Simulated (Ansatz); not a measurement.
# Electron scattering at the Σ3 (112) boundary in fcc Rh, part 2 of 3

Aim: the relaxed structure and the specific resistance of the Σ3 (112) boundary in fcc Rh.

Ansatz 0.2.0; Ansatz plane-wave DFT, PBEsol, PAW files; relaxation of a bicrystal slab with its lowest layers held; PAW set soft_1 (the session's first sound run).

So far. Step 2 (Relaxing the bicrystal): The largest force component on a free atom ends at 0.017 eV/Å, under the tolerance of 0.03, after 12 steps.

## Step 3: Transmission across the boundary

Bulk layers of each grain are laid under and over the relaxed boundary, and a lead is named in the middle of each, away from the free faces. The mesh across the current, 24×10, is finer than the density's, because channels open and close sharply across the zone. Energies from -0.1 to 0.1 eV in steps of 0.05 eV are too few for the program's thermal sum, so it prints no conductance; for a metal the transmission near the Fermi level serves, at a fraction of the cost.

This step: Ansatz plane-wave DFT, PBEsol, PAW files; ballistic transport by layer matching (Landauer), zero bias; boundary relaxed in a short slab, bulk layers laid on; PAW set soft_1 (Ansatz 0.2.0).

System of this step: Σ3 (112) boundary in fcc Rh. The cell holds 55 atoms: 55 Rh. Its edges and angles: a = 2.689 Å, b = 6.587 Å, c = 49.984 Å, α = 90.0°, β = 90.0°, γ = 90.0°. It derives from Rh. Regions: lower grain, 22 atoms (22 Rh); boundary, 15 atoms (15 Rh); upper grain, 18 atoms (18 Rh). Vacuum lies along c.

input.yaml reads:

```yaml
crystal:
  lattice:
    - [2.6891977995, 0.0, 0.0]
    - [0.0, 6.5871624263, 0.0]
    - [0.0, 0.0, 49.9839314921]
  atoms:
    - { symbol: Rh, position: [-14.5000000004, 9.6666666668, 0.0800257179] }
    - { symbol: Rh, position: [-14.0000000004, 9.3333333335, 0.0955567998] }
    - { symbol: Rh, position: [-13.5000000004, 9.0000000002, 0.1110878818] }
    - { symbol: Rh, position: [-13.0000000004, 8.6666666668, 0.1266189638] }
    - { symbol: Rh, position: [-12.5000000003, 8.3333333335, 0.1421500457] }
    - { symbol: Rh, position: [-12.0000000003, 8.0000000002, 0.1576811277] }
    - { symbol: Rh, position: [-11.5000000003, 7.6666666668, 0.1732122096] }
    - { symbol: Rh, position: [-11.0000000003, 7.3333333335, 0.1887432916] }
    - { symbol: Rh, position: [-10.5000000003, 7.0000000001, 0.2042743736] }
    - { symbol: Rh, position: [-10.0000000002, 6.6666666668, 0.2198054555] }
    - { symbol: Rh, position: [-9.5000000002, 6.3333333335, 0.2353365375] }
    - { symbol: Rh, position: [-9.0000000002, 6.0000000001, 0.2508676194] }
    - { symbol: Rh, position: [-8.5000000002, 5.6666666668, 0.2663987014] }
    - { symbol: Rh, position: [-8.0000000002, 5.3333333334, 0.2819297834] }
    - { symbol: Rh, position: [-7.5000000001, 5.0000000001, 0.2974608653] }
    - { symbol: Rh, position: [-7.0000000001, 4.6666666668, 0.3129919473] }
    - { symbol: Rh, position: [-6.5000000001, 4.3333333334, 0.3285230292] }
    - { symbol: Rh, position: [-6.0000000001, 4.0000000001, 0.3440541112] }
    - { symbol: Rh, position: [-5.5000000001, 3.6666666668, 0.3595851932] }
    - { symbol: Rh, position: [-5.0000000001, 3.3333333334, 0.3751162751] }
    - { symbol: Rh, position: [-4.5, 3.0000000001, 0.3906473571] }
    - { symbol: Rh, position: [-4.0, 2.6666666667, 0.406178439] }
    - { symbol: Rh, position: [0.5, 0.3333333334, 0.421709521] }
    - { symbol: Rh, position: [1.0, -0.0034530273, 0.4361075043] }
    - { symbol: Rh, position: [0.5, 0.6657546038, 0.4522457232] }
    - { symbol: Rh, position: [1.0, 0.3345700187, 0.4666797196] }
    - { symbol: Rh, position: [0.5, -0.0003811457, 0.4822072798] }
    - { symbol: Rh, position: [1.0, 0.6700461571, 0.4987655614] }
    - { symbol: Rh, position: [0.5, 0.3309506414, 0.5123910355] }
    - { symbol: Rh, position: [0.0, 0.0093012552, 0.5275027619] }
    - { symbol: Rh, position: [1.0, 0.5189327953, 0.5487922208] }
    - { symbol: Rh, position: [0.5, -0.1618583768, 0.5652464303] }
    - { symbol: Rh, position: [1.0, 0.1772314649, 0.5771201339] }
    - { symbol: Rh, position: [0.5, 0.5052716746, 0.5939044312] }
    - { symbol: Rh, position: [1.0, -0.1593851347, 0.6106553765] }
    - { symbol: Rh, position: [0.5, 0.1733879019, 0.6241158361] }
    - { symbol: Rh, position: [1.0, 0.5054527638, 0.6404148068] }
    - { symbol: Rh, position: [-4.5, 2.8387860971, 0.6559458888] }
    - { symbol: Rh, position: [-5.0, 3.1721194304, 0.6714769708] }
    - { symbol: Rh, position: [-5.5000000001, 3.5054527638, 0.6870080527] }
    - { symbol: Rh, position: [-6.0000000001, 3.8387860971, 0.7025391347] }
    - { symbol: Rh, position: [-6.5000000001, 4.1721194305, 0.7180702166] }
    - { symbol: Rh, position: [-7.0000000001, 4.5054527638, 0.7336012986] }
    - { symbol: Rh, position: [-7.5000000001, 4.8387860971, 0.7491323806] }
    - { symbol: Rh, position: [-8.0000000001, 5.1721194305, 0.7646634625] }
    - { symbol: Rh, position: [-8.5000000002, 5.5054527638, 0.7801945445] }
    - { symbol: Rh, position: [-9.0000000002, 5.8387860972, 0.7957256264] }
    - { symbol: Rh, position: [-9.5000000002, 6.1721194305, 0.8112567084] }
    - { symbol: Rh, position: [-10.0000000002, 6.5054527638, 0.8267877904] }
    - { symbol: Rh, position: [-10.5000000002, 6.8387860972, 0.8423188723] }
    - { symbol: Rh, position: [-11.0000000003, 7.1721194305, 0.8578499543] }
    - { symbol: Rh, position: [-11.5000000003, 7.5054527638, 0.8733810362] }
    - { symbol: Rh, position: [-12.0000000003, 7.8387860972, 0.8889121182] }
    - { symbol: Rh, position: [-12.5000000003, 8.1721194305, 0.9044432002] }
    - { symbol: Rh, position: [-13.0000000003, 8.5054527639, 0.9199742821] }
kpoints:
  mp_grid: { grid: [9, 4, 1] }
hamiltonian:
  xc: pbesol
  pseudopotentials: { kind: paw, azcp: { folder: soft_1 }, xc_functional: pbe }
scf:
  occupations: { method: fermi_dirac, width: 0.1 }
output:
  transmission:
    leads: [[12, 13], [44, 45]]
    kmesh: [24, 10]
    e_range: [-0.1, 0.1]
    de: 0.05
  write_potential: true
  write_density: true
  volumetric_format: npy
  elf: true
```

Launch:

```sh
$ ansatz run input.yaml --threads 4 --pin off --max-ram 15360MiB --backend cpu --events-out ev --progress --plain --runs-dir out
```

Numbers of over 12 decimals in the logs are rounded to 6 here.

What it wrote:

```text
[...]
Crystal: 55 atoms, lattice volume = 885.424 Å³
Basis set: ecut = 420 eV, 17385 PW (Γ)
Bands: 561, of which v1, the nominal top of the filled ones, is band 468 counted from 1 (467 counted from 0)
Symmetry: 2 space group operations
[...]
k-points: 15 of 36 (time reversal used)
[...]
SCF iter   1: F=—  HF=-348658.971525 eV  |F-HF|=—  |Δ(HF+E_count)|=         —  Δρ=1.10e-1  dr2=1.58e2  ethr=3.10e-3  ⟨swp⟩=6.0  Hψ=27646  notcnv=0  defer=333
[...]
SCF iter  12: F=-348626.763511 eV  HF=-348626.763511 eV  |F-HF|=6.43e-8  |Δ(HF+E_count)|=   1.46e-8  Δρ=1.95e-6  dr2=8.76e-8  ethr=1.07e-11  ⟨swp⟩=11.5  Hψ=25513  notcnv=0
SCF 1 converged in 12 iterations: F = -348626.763511 eV  dr2 = 8.76e-8
[...]
transmission: 562 of 5616 steps passed
transmission: 1124 of 5616 steps passed
[...]
transmission: 5616 of 5616 steps passed
WARN: The input density's exchange-correlation potential varies sharply where the density is thin. Do not read a vacuum level from v_tot or v_xc, or from such a field of the output density. On a cell that repeats whose density bears no net charge and no dipole along the vacuum's axis use v_es (v_loc + v_h of the components); under efield.dipole_correction with no amplitude use v_es + v_field, which holds any external [...]
SCF converged after 12 iterations
Free energy (F): -348626.763511 eV
[...]
Internal energy: -348624.227990 eV  (E = F + TS)
E sigma→0 (E₀):  -348625.495750 eV
Entropy (-TS):   -2.535520 eV (-46.100 meV/atom)
Fermi energy:    18.278295 eV
[...]
--- Band table (eV; the first three rows and the last of 15) ---
  k-point 0: bands = [... 464 lower, 17.9753, 17.9766, 17.9929, 18.0340, 18.0738, 18.0932, 18.1296, 18.1781, ... 89 higher]
  k-point 1: bands = [... 464 lower, 17.9455, 17.9547, 17.9902, 18.0008, 18.0250, 18.0354, 18.0721, 18.1000, ... 89 higher]
  k-point 2: bands = [... 464 lower, 17.7719, 17.7951, 17.8230, 17.8408, 17.9036, 17.9505, 17.9821, 17.9954, ... 89 higher]
  k-point 14: bands = [... 464 lower, 18.7876, 18.7990, 18.8115, 18.8199, 18.8350, 18.8458, 18.8524, 18.8720, ... 89 higher]
--- Transmission ---
  basis      : 159 plane waves across, 72 finite elements along
  points     : 78, standing for a mesh of 24 x 10
  energies   : 5 from -0.100000 to 0.100000 eV about the Fermi level, 0.050000 eV apart; the leads are filled to 0.000000 eV, and channels, transmission and decay are at 0.000000 eV
  crystal 0  : Rh3, at the sites [12, 13], period 2.3289 Å, over 17.86 Å; its Hamiltonian steps by up to 15.5 meV
    offset         : up to 0.0000 Å between an atom of the period and one for which it stands
    channels       : 5.191667e0 a spin
    conductance    : none, the energies end too early or step too widely for 300 K: set another output.transmission.e_range or a lower de, or, where they end at an eighth of basis.ecutwfc, a higher one
[...]
channels       : 5.175000e0 a spin
[...]
junction   : crystal 0 to crystal 1, 12.62 to 36.75 Å
    transmission   : 2.685822e0 a spin
[...]
```

Wall time 12 min (4 threads of Intel Xeon Platinum 8259CL at 2.50GHz (Skylake/Cascade Lake), shared host); peak memory 10 GiB; 43 min of CPU time.

Numbers from this step:

```
free energy                                    : -348626.7635 eV
energy at zero smearing                        : -348625.4958 eV
Fermi energy                                   : 18.28 eV
cell area                                      : 17.71 Å²
transmission per spin nearest the Fermi level  : 2.686
open channels per spin nearest the Fermi level : 5.192
open channels per spin, upper lead             : 5.175
step of the lead's potential                   : 15.5 meV
step of the upper lead's potential             : 17.5 meV
```

Per spin. Table of transmission, zone mean by energy, zero at the Fermi level:

| energy (eV) | transmission, zone mean |
| --- | --- |
| -0.1000 | 2.69 |
| -0.0500 | 2.63 |
| 0.0000 | 2.69 |
| 0.0500 | 2.74 |
| 0.1000 | 2.84 |

Per spin. The open channels, zone mean by energy, zero at the Fermi level:

| energy (eV) | lead | upper lead |
| --- | --- | --- |
| -0.1000 | 5.2 | 5.18 |
| -0.0500 | 5.13 | 5.11 |
| 0.0000 | 5.19 | 5.17 |
| 0.0500 | 5.19 | 5.21 |
| 0.1000 | 5.26 | 5.24 |

Transmission over k1 and k2. At 0.0000 eV from the Fermi level.

Ten even steps from '0' (0.01) to '9' (4.86):
```
121323333342624333332312
222433455467876455433422
886854633877877833645868
886866668699799686666868
886776488899999888467768
886866668699799686666868
886854633877877833645868
222433455467876455433422
121323333342624333332312
040004433121712133440004
```
Columns: k1 (b1) from -0.5 to 0.458; rows upwards: k2 (b2) from -0.5 to 0.4.

Open channels over k1 and k2. At 0.0000 eV from the Fermi level.

Ten even steps from '0' (2.00) to '9' (9.00):
```
220212222242524222221202
222422244255755244222422
554942424777777742424945
555954445588788554445955
555885255788888755258855
555954445588788554445955
554942424777777742424945
222422244255755244222422
220212222242524222221202
020002222222522222220002
```
Columns: k1 (b1) from -0.5 to 0.458; rows upwards: k2 (b2) from -0.5 to 0.4.

ELF in the cb plane at fractional x = 0.000, with atoms of Rh within 0.2 Å of it. It is the smooth field of the valence electrons, not physical close to the nuclei.

Ten even steps from '0' (0.00) to '9' (0.75), each cell a mean:
```
33455422223333345532223333335543321100000000
33788732333332488852333333368874221000000000
34899733333333699963333333479985221000000000
24899633333333589852333333379974221100000000
23566433333222366533333322246653322110000000
22333333232222233333223222223333322211000000
23333345542222333334553222333334565321000000
33333368874233333347886333333335888521000000
33333379984333333358997333333336999621000000
33333379974333333248986333333336898521000000
33322246653333322235664333332224666311000000
23222223333323322223333322322223332211000000
53222333333554322233333455422223333211000000
86333333335898423333333688732233333211000000
96333333336998533333334899843333333210000000
85333333336998433333324799733333332210000000
64333332224665333332223566433333332110000000
33322322222333332232222333333233332100000000
```
Columns run along c (16.0 Å, from fractional 0.68 to 1.00 of the cell), rows up along b (6.6 Å). Atoms in or near the plane, at fractional coordinates: Rh at (0.70, 0.84), Rh at (0.73, 0.51), Rh at (0.76, 0.17), Rh at (0.80, 0.84), Rh at (0.83, 0.51), Rh at (0.86, 0.17), Rh at (0.89, 0.84), Rh at (0.92, 0.51).

Electrostatic potential energy in the cb plane at fractional x = 0.000, with atoms of Rh within 0.2 Å of it. With pseudopotentials it is smooth inside the atoms' cores, unlike the true potential.

Ten even steps from '0' (-59 eV) to '9' (23 eV), each cell a mean:
```
98755799999999865689999999975568999999999999
97311489999998621259999999841137999999999999
96100279999998400048999999730016999999999999
97200389999998510158999999841026999999999999
98644689999999753479999999974358999999999999
99888898899999988899899999998889989999999999
99999975579999999986557999999998656899999999
99999841137999999972114899999985212699999999
99999720026999999951003799999984001589999999
99999830027999999962014899999985102589999999
99999964468999999985347999999997435899999999
99999998889989999998889988999999888999999999
58999999998556899999998755799999999999999999
15899999985102699999997311489999999999999999
03899999983001589999996200279999999999999999
14899999984102699999997300379999999999999999
47999999997435899999998644689999999999999999
89989999999888998999999988899899999999999999
```
Columns run along c (16.0 Å, from fractional 0.68 to 1.00 of the cell; values clipped at the 3rd and 97th percentile), rows up along b (6.6 Å). Atoms in or near the plane, at fractional coordinates: Rh at (0.70, 0.84), Rh at (0.73, 0.51), Rh at (0.76, 0.17), Rh at (0.80, 0.84), Rh at (0.83, 0.51), Rh at (0.86, 0.17), Rh at (0.89, 0.84), Rh at (0.92, 0.51).

Valence density in the cb plane at fractional x = 0.000, with atoms of Rh within 0.2 Å of it. It is the smooth field of the valence electrons, not physical close to the nuclei.

Ten even steps from '0' (0 e/Å³) to '9' (13 e/Å³), each cell a mean:
```
00011000000000011100000000001100000000000000
00365200000000146410000000025630000000000000
01498300000000269720000000038951000000000000
00376200000000157510000000026740000000000000
00122000000000012100000000002210000000000000
00000000000000000000000000000000000000000000
00000001100000000000110000000000111000000000
00000025630000000003652000000001464100000000
00000038941000000015983000000002796100000000
00000026730000000004762000000001574100000000
00000002210000000001220000000000221000000000
00000000000000000000000000000000000000000000
10000000000110000000000011000000000000000000
41000000001463000000000255200000000000000000
72000000002795100000000499400000000000000000
51000000002674100000000376300000000000000000
20000000000221000000000122100000000000000000
00000000000000000000000000000000000000000000
```
Columns run along c (16.0 Å, from fractional 0.68 to 1.00 of the cell), rows up along b (6.6 Å). Atoms in or near the plane, at fractional coordinates: Rh at (0.70, 0.84), Rh at (0.73, 0.51), Rh at (0.76, 0.17), Rh at (0.80, 0.84), Rh at (0.83, 0.51), Rh at (0.86, 0.17), Rh at (0.89, 0.84), Rh at (0.92, 0.51).

Over the solved energies the transmission per spin lies between 2.63 and 2.84, out of 5.20 channels of the lead on average (up to 5.26).

## Step 4: Specific resistance

This step: Ansatz plane-wave DFT, PBEsol, PAW files; ballistic transport by layer matching (Landauer), zero bias; specific resistance of the boundary; PAW set soft_1 (Ansatz 0.2.0).

Numbers from this step:

* area resistance: 0.4010 fΩ m²
* T over the leads' mean channel count: 0.5235

Averaged over the energies near the Fermi level, 52.3 % of the channels pass, which makes 0.401 fΩ m².

By hand, with T and the leads' channels N averaged over the energies near the Fermi level: RA = A (h/2e²)(1/T − ½[1/N₁ + 1/N₂]) = 17.71×10⁻²⁰ m² × 12 906 Ω × (1/2.716 − ½[1/5.195 + 1/5.183]) = 0.401 fΩ m².

(Continued in part 3 of 3.)

[Logs are printed without paths, hosts, clocks, repeated set-up lines and the standing remarks that a program may print on its own settings, such as how far it seeks lower states.]

[Hosts, paths, dates, database ids (printed as entryN), source tags and the programs' standing remarks are cut or masked in the printed files.]
